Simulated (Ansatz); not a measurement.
**Relaxing generalised stacking fault on (111) (glide set) of a Ge-Si solid solution (72 atoms)**

Wanted: the relaxed structure of generalised stacking fault on (111) (glide set) of a Ge-Si solid solution (72 atoms) and its electronic structure.

Main program and level: Ansatz 0.2.0; Kohn-Sham DFT, PBE, PAW (set soft_2), plane waves.

## Step 1: The structure

The cell holds 72 atoms: 51 Ge and 21 Si. Its edges and angles: a = 6.849 Å, b = 11.862 Å, c = 20.553 Å, α = 90.0°, β = 72.2°, γ = 90.0°. It derives from Ge and Si. Diamond-structure Ge lattice (a = 5.5919 Å, the value set for the mixture), cell with z along [111], 1 x 3 x 2 periods; the third cell vector is tilted by 0.917 of 1/2[11-2] and lengthened by 0.2 Å, so the cell holds one fault (glide set); displaced by a Gaussian of 0.01 Å; 21 of 72 Ge sites given to Si at random (lattice constant by Vegard's rule between Ge and Si).

Limits known from the start: Atoms were free to move along the slip, so the relaxation can undo part or all of it. The host structure and its lattice constant were typed by rule, without a check against the phase diagram.

## Step 2: Single point at the start

A single point comes first, to see the forces before anything moves.

input.yaml reads:

```yaml
crystal:
  lattice:
    - [6.84865, 0.0, 0.0]
    - [0.0, 11.86221, 0.0]
    - [6.27795, 0.0, 19.57091]
  atoms:
    - { symbol: Ge, position: [0.47935, 0.16762, 0.0209] }
    - { symbol: Ge, position: [0.36536, 0.16677, 0.14499] }
    - { symbol: Ge, position: [0.66249, 0.16683, 0.18546] }
    - { symbol: Si, position: [0.54871, 0.16645, 0.30862] }
    [... 62 atom lines left out ...]
    - { symbol: Ge, position: [0.89142, 0.66607, 0.84572] }
    - { symbol: Si, position: [0.77908, 0.66567, 0.96911] }
    - { symbol: Si, position: [0.38931, 0.4992, 0.8467] }
    - { symbol: Si, position: [0.2797, 0.50099, 0.96973] }
    - { symbol: Ge, position: [0.39263, 0.83368, 0.84522] }
    - { symbol: Si, position: [0.27764, 0.83374, 0.969] }
kpoints:
  mp_grid: { grid: [2, 1, 1] }
hamiltonian:
  xc: pbe
scf:
  occupations: { method: gaussian, width: 0.025 }
output:
  forces: true
  stress: true
  populations: intrinsic
  dos:
    method: { smearing: { sigma: 0.15 } }
    de: 0.1
    projected: { site_lists: { Ge: [Ge], Si: [Si] } }
  eigenvalues: true
```

The run is started by

```console
> ansatz run input.yaml --threads 4 --pin off --max-ram 8192MiB --backend cpu --events-out ev --progress --plain --runs-dir out
```

Run time: 49 s. Hardware: 4 threads of Intel Xeon 6975P-C (Granite Rapids), shared host; peak memory 6.8 GiB; 2.9 min of CPU time.

Numbers from this run:

```yaml
free_energy: -232377.5895 eV
free_energy_per_atom: -3227.4665 eV/atom
scf_cycles: 11
pressure: 4.718 GPa
r_m_s_force_component: 1.85 eV/Å
longest_force: 9.765 eV/Å
fermi_energy: 8.339 eV
spacing_of_highest_filled_and_lowest_empty_level: 0.139 eV
```

The r.m.s. force component of 1.9 eV/Å and the pressure of 4.7 GPa set the starting point.

Length of the force by element:

| element | coordination | atoms | mean length of the force (eV/Å) | spread | least | most |
| --- | --- | --- | --- | --- | --- | --- |
| Ge | all | 51 | 1.26 | 2.36 | 0.154 | 9.76 |
| Si | all | 21 | 2.75 | 3.21 | 0.0925 | 7.79 |

## Step 3: Relaxation

The atoms are relaxed in the fixed cell, aiming at the force tolerance of the input.

input.yaml, the sections that differ from step 2:

```yaml
output:
  forces: true
relax:
  f_tol: 0.03
  max_steps: 90
# crystal, kpoints, hamiltonian, scf: as in step 2
```

Wall time 1.9 min (4 threads); peak memory 4.2 GiB.

The program notes that it cut back its work space to fit the memory limit.

Relaxation path:

| step | energy less that of the first step (eV) | largest force component (eV/Å) |
| --- | --- | --- |
| 1 | 0.0000 | 9.2090 |
| 2 | -8.8156 | 2.2356 |
| 3 | -11.5320 | 0.1383 |
| 4 | -11.5560 | 0.1037 |
| 5 | -11.5609 | 0.0121 |

The atoms that moved most (Å):

| atom | dx | dy | dz | length |
| --- | --- | --- | --- | --- |
| Si68 | -0.323 | -0.007 | 0.135 | 0.351 |
| Ge56 | -0.329 | -0.009 | 0.103 | 0.345 |
| Si15 | 0.311 | 0.009 | -0.107 | 0.329 |
| Ge1 | 0.312 | -0.031 | -0.096 | 0.327 |
| Si72 | -0.295 | 0.024 | 0.116 | 0.318 |
| Ge37 | 0.244 | -0.003 | -0.156 | 0.290 |
| Ge33 | 0.267 | 0.015 | -0.092 | 0.282 |
| Si70 | -0.266 | -0.031 | 0.081 | 0.280 |

The relaxation changed the energy by -161 meV/atom, and atoms moved by 0.19 Å r.m.s., 0.35 Å at most.

## Step 4: Structure statistics after relaxation

Bonds before and after, by the cutoffs listed below:

| pair | bonds before | bonds after | mean before (Å) | mean after (Å) | spread before (Å) | spread after (Å) |
| --- | --- | --- | --- | --- | --- | --- |
| Ge-Ge | 74 | 74 | 2.420 | 2.456 | 0.070 | 0.012 |
| Ge-Si | 55 | 56 | 2.447 | 2.411 | 0.167 | 0.014 |
| Si-Si | 11 | 14 | 2.344 | 2.371 | 0.171 | 0.010 |

Density 4.48 g/cm³, 22.08 Å³ an atom.

g(r), total and by pair (bins of 0.1 Å):

| r (Å) | total | Ge-Ge | Ge-Si | Si-Si |
| --- | --- | --- | --- | --- |
| 2.25 | 0.00 | 0.00 | 0.00 | 0.00 |
| 2.35 | 2.25 | 0.00 | 2.51 | 14.20 |
| 2.45 | 9.62 | 11.90 | 8.84 | 0.00 |
| 2.55 | 0.00 | 0.00 | 0.00 | 0.00 |
| 2.65 | 0.00 | 0.00 | 0.00 | 0.00 |
| 2.75 | 0.00 | 0.00 | 0.00 | 0.00 |
| 2.85 | 0.00 | 0.00 | 0.00 | 0.00 |
| 2.95 | 0.00 | 0.00 | 0.00 | 0.00 |
| 3.05 | 0.00 | 0.00 | 0.00 | 0.00 |
| 3.15 | 0.00 | 0.00 | 0.00 | 0.00 |
| 3.25 | 0.00 | 0.00 | 0.00 | 0.00 |
| 3.35 | 0.00 | 0.00 | 0.00 | 0.00 |
| 3.45 | 0.00 | 0.00 | 0.00 | 0.00 |
| 3.55 | 0.00 | 0.00 | 0.00 | 0.00 |
| 3.65 | 0.00 | 0.00 | 0.00 | 0.00 |
| 3.75 | 0.00 | 0.00 | 0.00 | 0.00 |
| 3.85 | 1.82 | 1.62 | 1.81 | 3.08 |
| 3.95 | 8.13 | 7.44 | 8.84 | 8.80 |
| 4.05 | 3.44 | 4.36 | 2.60 | 2.12 |
| 4.15 | 0.00 | 0.00 | 0.00 | 0.00 |
| 4.25 | 0.00 | 0.00 | 0.00 | 0.00 |
| 4.35 | 0.00 | 0.00 | 0.00 | 0.00 |
| 4.45 | 0.00 | 0.00 | 0.00 | 0.00 |
| 4.55 | 2.11 | 2.19 | 1.98 | 2.22 |
| 4.65 | 5.51 | 5.17 | 5.96 | 5.30 |
| 4.75 | 2.04 | 2.25 | 1.79 | 2.05 |
| 4.85 | 0.08 | 0.12 | 0.00 | 0.25 |
| 4.95 | 0.00 | 0.00 | 0.00 | 0.00 |
| 5.05 | 0.00 | 0.00 | 0.00 | 0.00 |
| 5.15 | 0.00 | 0.00 | 0.00 | 0.00 |
| 5.25 | 0.00 | 0.00 | 0.00 | 0.00 |
| 5.35 | 0.00 | 0.00 | 0.00 | 0.00 |
| 5.45 | 0.11 | 0.16 | 0.04 | 0.19 |
| 5.55 | 1.44 | 1.20 | 1.73 | 1.49 |
| 5.65 | 1.39 | 1.52 | 1.30 | 1.08 |
| 5.75 | 0.40 | 0.41 | 0.40 | 0.35 |
| 5.85 | 0.00 | 0.00 | 0.00 | 0.00 |
| 5.95 | 0.17 | 0.11 | 0.23 | 0.16 |
| 6.05 | 2.25 | 2.07 | 2.19 | 3.59 |
| 6.15 | 2.59 | 2.73 | 2.56 | 1.83 |
| 6.25 | 0.64 | 0.80 | 0.46 | 0.59 |
| 6.35 | 0.00 | 0.00 | 0.00 | 0.00 |
| 6.45 | 0.00 | 0.00 | 0.00 | 0.00 |
| 6.55 | 0.00 | 0.00 | 0.00 | 0.00 |

Bonds by pair of elements; cutoffs follow the first minimum of g(r), held within bounds set by covalent radii, and pairs that aren't listed don't count as bonded:

| pair A-B | cutoff (Å) | bonds | mean length (Å) | spread (Å) | shortest (Å) | B about A | A about B |
| --- | --- | --- | --- | --- | --- | --- | --- |
| Ge-Ge | 2.88 | 74 | 2.46 | 0.012 | 2.43 | 2.90 | 2.90 |
| Ge-Si | 2.83 | 56 | 2.41 | 0.014 | 2.38 | 1.10 | 2.67 |
| Si-Si | 2.77 | 14 | 2.37 | 0.01 | 2.35 | 1.33 | 1.33 |

How many atoms have how many bonded neighbours:

| element | mean | 4 |
| --- | --- | --- |
| Ge | 4 | 51 |
| Si | 4 | 21 |

Bond angles (no mean is given where the spread exceeds 20°):

| angle | count | mean (°) | spread (°) |
| --- | --- | --- | --- |
| Ge-Ge-Ge | 163 | 109 | 1.4 |
| Ge-Ge-Si | 118 | 110 | 1.6 |
| Ge-Si-Si | 58 | 110 | 1.3 |
| Ge-Si-Ge | 55 | 109 | 1.6 |
| Si-Ge-Si | 25 | 111 | 1.2 |

Rings of the network by King's shortest-path rule, up to 12 atoms, one path for each pair of neighbours; H, halogens, alkali and alkaline-earth atoms are left out, and the last column divides by all other atoms, bonded or not:

| ring size (atoms) | rings | per network atom |
| --- | --- | --- |
| 6 | 143 | 1.99 |

For some of the pairs, g(r) has its first main peak near 2.46 Å (Ge-Ge), 2.41 Å (Ge-Si) and 2.38 Å (Si-Si). With the cutoffs above, all Ge atoms have 4 and all Si atoms have 4 bonded neighbours. The Ge-Ge-Ge angle averages 109° with a spread of 1.4°. All rings counted have 6 atoms.

## Step 5: Single point at the relaxed geometry

The electronic structure is read at the final geometry, in a run of its own.

input.yaml reads:

```yaml
crystal:
  lattice:
    - [6.84865, 0.0, 0.0]
    - [0.0, 11.86221, 0.0]
    - [6.27795, 0.0, 19.57091]
  atoms:
    - { symbol: Ge, position: [0.52933, 0.16503, 0.01601] }
    - { symbol: Ge, position: [0.39954, 0.16401, 0.14138] }
    - { symbol: Ge, position: [0.69469, 0.16616, 0.18458] }
    - { symbol: Si, position: [0.56736, 0.16772, 0.30792] }
    [... 62 atom lines left out ...]
    - { symbol: Ge, position: [0.85429, 0.66505, 0.85319] }
    - { symbol: Si, position: [0.72552, 0.6651, 0.97601] }
    - { symbol: Si, position: [0.35707, 0.49855, 0.85282] }
    - { symbol: Si, position: [0.23707, 0.49839, 0.97386] }
    - { symbol: Ge, position: [0.35715, 0.83448, 0.85213] }
    - { symbol: Si, position: [0.22906, 0.8358, 0.97495] }
kpoints:
  mp_grid: { grid: [2, 1, 1] }
hamiltonian:
  xc: pbe
scf:
  occupations: { method: gaussian, width: 0.025 }
output:
  forces: true
  stress: true
  populations: true
  dos:
    method: { smearing: { sigma: 0.08 } }
    de: 0.1
    projected: { site_lists: { Ge: [Ge], Si: [Si] } }
  eigenvalues: true
  write_density: true
  write_potential: true
  volumetric_format: npy
```

The job ended after 45 s (4 threads; peak memory 6.7 GiB; 2.8 min of CPU time).

The run gave:

| Quantity | Value |
| --- | --- |
| free energy | -232389.1504 eV |
| free energy per atom | -3227.6271 eV/atom |
| SCF cycles | 11 |
| pressure | 2.041 GPa |
| r.m.s. force component | 0.00407 eV/Å |
| longest force | 0.01275 eV/Å |
| Fermi energy | 8.051 eV |
| gap (highest filled to lowest empty level) | 0.1874 eV |
| spilling of the projection | 0.002245 |

Löwdin charges by element (they lack the spilled electrons, 0.025 e an atom on average):

| element | coordination | atoms | mean charge (e) | spread | least | most |
| --- | --- | --- | --- | --- | --- | --- |
| Ge | all | 51 | 0.0022 | 0.0173 | -0.0486 | 0.0258 |
| Si | all | 21 | 0.08 | 0.0176 | 0.0467 | 0.106 |

Charge against the make-up of the first shell:

| Ge neighbours of Si | atoms | mean charge (e) |
| --- | --- | --- |
| 1 | 3 | 0.048 |
| 2 | 4 | 0.066 |
| 3 | 11 | 0.087 |
| 4 | 3 | 0.106 |

States in the cell by windows of 1 eV, zero at the Fermi level; the larger projections on atomic orbitals stand beside the total:

| from (eV) | to (eV) | total | Ge p | Si p | Ge s | Si s |
| --- | --- | --- | --- | --- | --- | --- |
| -14 | -13 | 0.0 | 0.0 | 0.0 | 0.0 | 0.0 |
| -13 | -12 | 3.2 | 0.2 | 0.1 | 2.3 | 0.6 |
| -12 | -11 | 21.4 | 3.8 | 1.5 | 12.7 | 3.3 |
| -11 | -10 | 22.2 | 4.4 | 1.8 | 11.8 | 4.1 |
| -10 | -9 | 24.1 | 5.0 | 2.3 | 11.8 | 4.9 |
| -9 | -8 | 5.2 | 1.3 | 0.6 | 2.4 | 0.8 |
| -8 | -7 | 31.1 | 10.0 | 4.6 | 11.8 | 4.5 |
| -7 | -6 | 15.0 | 5.2 | 2.3 | 4.8 | 2.5 |
| -6 | -5 | 12.8 | 4.5 | 2.1 | 3.9 | 2.2 |
| -5 | -4 | 27.8 | 16.8 | 7.9 | 2.0 | 1.0 |
| -4 | -3 | 35.6 | 22.0 | 11.1 | 1.6 | 0.7 |
| -3 | -2 | 51.4 | 35.9 | 13.5 | 1.1 | 0.5 |
| -2 | -1 | 27.6 | 20.3 | 6.8 | 0.1 | 0.0 |
| -1 | 0 | 10.5 | 7.9 | 2.4 | 0.0 | 0.0 |
| 0 | 1 | 16.4 | 5.3 | 2.9 | 5.4 | 1.6 |
| 1 | 2 | 42.0 | 17.8 | 7.9 | 8.8 | 3.2 |
| 2 | 3 | 34.7 | 15.0 | 7.3 | 5.2 | 2.7 |

The curve was stored every 0.100 eV, coarse against its broadening of 0.08 eV, so these counts are rough.

Between -25 and -14 eV lie 510 more states.

The levels nearest the highest filled one (over half full), pooled over k-points and spins:

| level less the highest filled one (eV) | occupation |
| --- | --- |
| -0.582 | 2 |
| -0.522 | 2 |
| -0.466 | 2 |
| -0.255 | 2 |
| -0.0617 | 2 |
| 0 | 2 |
| 0.187 | 0 |
| 0.495 | 0 |
| 0.515 | 0 |
| 0.573 | 0 |
| 0.616 | 0 |
| 0.638 | 0 |

Mean Löwdin charges: Ge +0.00, Si +0.08 e. Charges this small depend on the projection, at times even in sign. The charge on Si changes by +0.020 e for each Ge neighbour that takes the place of another kind, on average. Just under the Fermi level the largest share is Ge p (77 % of the projected weight), just over it Ge s (41 % of the projected weight).

## Step 6: Outcome

| Property | Result |
| --- | --- |
| energy change in the relaxation | -160.6 meV/atom |
| r.m.s. displacement | 0.194 Å |
| largest displacement | 0.351 Å |
| free energy per atom | -3227.6271 eV/atom |
| density | 4.485 g/cm³ |
| pressure | 2.041 GPa |
| r.m.s. force component | 0.00407 eV/Å |
| gap (highest filled to lowest empty level) | 0.1874 eV |
| wall time of the 3 DFT runs | 3.5 min |

In words: Relaxation lowers the energy by 161 meV/atom and moves atoms by 0.19 Å r.m.s.; the r.m.s. force component goes from 1.9 to 0.0041 eV/Å, the pressure goes from 4.7 to 2.0 GPa. By the final cutoffs 0 of 140 bonded pairs parted and 4 joined. Afterwards all atoms of each element have one and the same coordination, so bonds have reconnected across the defect, which no longer shows in the counts. Layers on the two sides of the fault moved in opposite directions along the plane, so much of the imposed slip has spread into a shear of the crystal. From the first step to the last the energy fell by 11.561 eV, and the largest move was 0.35 Å (Si68, with 1 other atom within 2 % of it). The Ge-Ge bonds go from 2.420 Å (spread 0.070) to 2.456 Å (spread 0.012). With the cutoffs above, all Ge atoms have 4 and all Si atoms have 4 bonded neighbours. The highest filled and lowest empty levels differ by 0.187 eV on the run's k-points; the mesh holds the band edges only if they fold onto it, so the gap at this level can be narrower or closed, while semilocal functionals tend to narrow gaps against experiment.

Caveats: The stress is far from hydrostatic: its diagonal is 1.8, 3.8, 0.6 GPa, compression counted positive. Atoms were free to move along the slip, so the relaxation can undo part or all of it. The pressure of 2.0 GPa says that the cell would expand at this level of theory.

[Logs are printed without paths, hosts, clocks, repeated set-up lines and the standing remarks that a program may print on its own settings, such as how far it seeks lower states.]

[Hosts, paths, dates, database ids (printed as entryN), source tags and the programs' standing remarks are cut or masked in the printed files.]
